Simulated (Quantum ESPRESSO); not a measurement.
## ZnSe (Stilleite): a mode Grüneisen parameter, worked out

Aim: the Grüneisen parameter and the pressure coefficient of an optical mode of ZnSe (Stilleite).

Program: Quantum ESPRESSO 7.5. Level of theory: DFT LDA, scalar-relativistic, plane waves, JTH PAW pseudopotentials. Results are calculated unless marked as measured.

### 1. The relaxed structure

The structure is cubic, space group F-43m (No. 216). Conventional cell: a = 5.567 Å, b = 5.567 Å, c = 5.567 Å, α = 90.00°, β = 90.00°, γ = 90.00°. Nearest to Zn lie 4 Se at 2.41 Å. Nearest to Se lie 4 Zn at 2.41 Å. Farther neighbours and most contacts between anions are not listed.

This is the cell after its relaxation at this level of theory, not the database cell from which that began.

### 2. Runs at several volumes

The relaxed cell is scaled uniformly; in this structure symmetry fixes all atoms, so nothing has to be relaxed anew. Each volume gets a ground state and a response at Γ. The mode followed is the highest one without the macroscopic field, of symmetry T2; longitudinal polar modes lie higher. Cutoff 60 Ry, k mesh 8×8×8.

From the response at V/V₀ = 0.94:

The program printed:

```text
[banners, grids, parts of the stress and lines that vanish by symmetry left out]
Program PHONON v.7.5
     Reading xml data from directory:

[...]
Exchange-correlation= PW
                           (   1   4   0   0   0   0   0)
[...]
kinetic-energy cut-off    =      60.0000  Ry
     charge density cut-off    =     480.0000  Ry
     convergence threshold     =      1.0E-18
[...]
Exchange-correlation= PW
                           (   1   4   0   0   0   0   0)
[...]
q = (   0.0000000   0.0000000   0.0000000 )
     25 Sym.Ops. (with q -> -q+G )
     G cutoff = 1291.3443  (  48671 G-vectors)     FFT grid: ( 54, 54, 54)
     G cutoff =  645.6722  (  17153 G-vectors)  smooth grid: ( 36, 36, 36)
     number of k points=    29
[...]
Mode symmetry, T_d (-43m)  point group:
[...]
Dielectric constant
[...]
End of electric fields calculation
          Dielectric constant in cartesian axis
          (       7.796239326       0.000000000      -0.000000000 )
          (       0.000000000       7.796239326       0.000000000 )
          (      -0.000000000       0.000000000       7.796239326 )
          Effective charges (d Force / dE) in cartesian axis without acoustic sum rule applied (asr)
           atom    1  Zn    Mean Z*:        1.88599
      Ex  (        1.88599       -0.00000        0.00000 )
      Ey  (       -0.00000        1.88599        0.00000 )
      Ez  (        0.00000        0.00000        1.88599 )
           atom    2  Se    Mean Z*:       -1.93216
      Ex  (       -1.93216        0.00000       -0.00000 )
      Ey  (        0.00000       -1.93216        0.00000 )
      Ez  (        0.00000        0.00000       -1.93216 )
          Effective charges Sum: Mean:       -0.04618
[...]
Effective charges (d Force / dE) in cartesian axis with asr applied:
           atom    1  Zn    Mean Z*:        1.90907
[...]
atom    2  Se    Mean Z*:       -1.90907
[...]
Representation #   1 modes #   1   2   3
[...]
End of self-consistent calculation
     Convergence has been achieved
     Representation #   2 modes #   4   5   6
[...]
End of self-consistent calculation
     Convergence has been achieved
[...]
Dielectric constant in cartesian axis
          (       7.796239326       0.000000000      -0.000000000 )
          (       0.000000000       7.796239326       0.000000000 )
          (      -0.000000000       0.000000000       7.796239326 )
          Effective charges (d Force / dE) in cartesian axis without acoustic sum rule applied (asr)
           atom    1  Zn    Mean Z*:        1.88599
      Ex  (        1.88599       -0.00000        0.00000 )
      Ey  (       -0.00000        1.88599        0.00000 )
      Ez  (        0.00000        0.00000        1.88599 )
           atom    2  Se    Mean Z*:       -1.93216
      Ex  (       -1.93216        0.00000       -0.00000 )
      Ey  (        0.00000       -1.93216        0.00000 )
      Ez  (        0.00000        0.00000       -1.93216 )
          Effective charges Sum: Mean:       -0.04618
[...]
Effective charges (d Force / dE) in cartesian axis with asr applied:
           atom    1  Zn    Mean Z*:        1.90907
[...]
atom    2  Se    Mean Z*:       -1.90907
[...]
q = (    0.000000000   0.000000000   0.000000000 )
[...]
freq (    1) =      -0.058455 [THz] =      -1.949864 [cm-1]
     freq (    2) =      -0.058455 [THz] =      -1.949864 [cm-1]
     freq (    3) =      -0.058455 [THz] =      -1.949864 [cm-1]
     freq (    4) =       7.278694 [THz] =     242.791105 [cm-1]
     freq (    5) =       7.278694 [THz] =     242.791105 [cm-1]
     freq (    6) =       7.278694 [THz] =     242.791105 [cm-1]
[...]
Mode symmetry, T_d (-43m)  point group:
     freq (   1-   3) =         -1.9  [cm-1]   --> T_2  G_15 P_4   I+R
     freq (   4-   6) =        242.8  [cm-1]   --> T_2  G_15 P_4   I+R

   JOB DONE.
```

One volume, V/V₀ = 0.97, is held back as a test.

| V/V₀ | volume (Å³/atom) | pressure (GPa) | ω (cm⁻¹) |
| --- | --- | --- | --- |
| 0.94 | 20.275 | 5.09 | 242.79 |
| 0.97 | 20.922 | 2.31 | held back |
| 1 | 21.569 | -0.05 | 218.91 |
| 1.03 | 22.216 | -2.03 | 208.02 |
| 1.06 | 22.863 | -3.71 | 197.71 |

### 3. The fit

The mode Grüneisen parameter is γ = −d ln ω / d ln V.

| ln(V/V₀) | ln ω |
| --- | --- |
| -0.0619 | 5.4922 |
| 0.0000 | 5.3887 |
| 0.0296 | 5.3376 |
| 0.0583 | 5.2868 |

A straight line through these points has the slope -1.706, so γ = 1.71; at V/V₀ = 0.97 it predicts ω = exp(5.3874 + 0.0520) = 230.30 cm⁻¹.

A parabola of pressure against ln V through V/V₀ = 0.97, 1 and 1.03 gives the bulk modulus B = −dP/d ln V = 72 GPa at V₀. With ω₀ from the fitted line the pressure coefficient follows as dω/dP = γ ω₀ / B = 1.71 × 218.6 / 72 = 5.17 cm⁻¹/GPa.

### 4. The run that was held back

The program printed:

```text
[banners, grids, parts of the stress and lines that vanish by symmetry left out]
[banner, memory and clock lines left out]
Program PHONON v.7.5

[...]
Exchange-correlation= PW
                           (   1   4   0   0   0   0   0)
[...]
kinetic-energy cut-off    =      60.0000  Ry
     charge density cut-off    =     480.0000  Ry
     convergence threshold     =      1.0E-18
[...]
Exchange-correlation= PW
                           (   1   4   0   0   0   0   0)
[...]
q = (   0.0000000   0.0000000   0.0000000 )
     25 Sym.Ops. (with q -> -q+G )
     G cutoff = 1318.6756  (  50237 G-vectors)     FFT grid: ( 54, 54, 54)
     G cutoff =  659.3378  (  17837 G-vectors)  smooth grid: ( 40, 40, 40)
     number of k points=    29
[...]
Mode symmetry, T_d (-43m)  point group:
[...]
Dielectric constant
[...]
End of electric fields calculation
          Dielectric constant in cartesian axis
          (       7.946580428       0.000000000       0.000000000 )
          (       0.000000000       7.946580428       0.000000000 )
          (       0.000000000       0.000000000       7.946580428 )
          Effective charges (d Force / dE) in cartesian axis without acoustic sum rule applied (asr)
           atom    1  Zn    Mean Z*:        1.93744
      Ex  (        1.93744        0.00000        0.00000 )
      Ey  (        0.00000        1.93744        0.00000 )
      Ez  (        0.00000       -0.00000        1.93744 )
           atom    2  Se    Mean Z*:       -1.98456
      Ex  (       -1.98456       -0.00000       -0.00000 )
[...]
Representation #   1 modes #   1   2   3
[...]
End of self-consistent calculation
     Convergence has been achieved
     Representation #   2 modes #   4   5   6
[...]
End of self-consistent calculation
     Convergence has been achieved
[...]
Dielectric constant in cartesian axis
          (       7.946580428       0.000000000       0.000000000 )
          (       0.000000000       7.946580428       0.000000000 )
          (       0.000000000       0.000000000       7.946580428 )
          Effective charges (d Force / dE) in cartesian axis without acoustic sum rule applied (asr)
           atom    1  Zn    Mean Z*:        1.93744
      Ex  (        1.93744        0.00000        0.00000 )
      Ey  (        0.00000        1.93744        0.00000 )
      Ez  (        0.00000       -0.00000        1.93744 )
           atom    2  Se    Mean Z*:       -1.98456
      Ex  (       -1.98456       -0.00000       -0.00000 )
      Ey  (       -0.00000       -1.98456       -0.00000 )
      Ez  (       -0.00000       -0.00000       -1.98456 )
          Effective charges Sum: Mean:       -0.04712
[...]
Effective charges (d Force / dE) in cartesian axis with asr applied:
           atom    1  Zn    Mean Z*:        1.96100
[...]
atom    2  Se    Mean Z*:       -1.96100
[...]
q = (    0.000000000   0.000000000   0.000000000 )
[...]
freq (    1) =      -0.067410 [THz] =      -2.248545 [cm-1]
     freq (    2) =      -0.067410 [THz] =      -2.248545 [cm-1]
     freq (    3) =      -0.067410 [THz] =      -2.248545 [cm-1]
     freq (    4) =       6.910152 [THz] =     230.497844 [cm-1]
     freq (    5) =       6.910152 [THz] =     230.497844 [cm-1]
     freq (    6) =       6.910152 [THz] =     230.497844 [cm-1]
[...]
Mode symmetry, T_d (-43m)  point group:
     freq (   1-   3) =         -2.2  [cm-1]   --> T_2  G_15 P_4   I+R
     freq (   4-   6) =        230.5  [cm-1]   --> T_2  G_15 P_4   I+R
```

It gives 230.50 cm⁻¹ against the predicted 230.30 cm⁻¹, a miss of 0.2 cm⁻¹.

### 5. Outcome

```
mode Grüneisen parameter : 1.706
bulk modulus             : 72.2 GPa
pressure coefficient     : 5.17 cm⁻¹/GPa
```

**Reading.** The highest optical mode of ZnSe (Stilleite) without the LO-TO term stiffens by 5.17 cm⁻¹ a GPa near the relaxed volume, with γ = 1.71. The power law meets all 5 runs within 0.13 %; between neighbouring volumes γ runs from 1.65 to 1.77. Such a coefficient turns a measured shift of this mode into a hydrostatic stress; uniaxial or biaxial stress splits the mode and needs deformation potentials. These are harmonic values at zero temperature for the structure held cubic, which a run at Γ can't show to be stable; the bulk modulus rests on three points.

[Host names and launcher messages were left out of these logs when they were recorded.]

[Logs are printed without paths, hosts, clocks, repeated set-up lines and the standing remarks that a program may print on its own settings, such as how far it seeks lower states.]

[Hosts, paths, dates, database ids (printed as entryN), source tags and the programs' standing remarks are cut or masked in the printed files.]
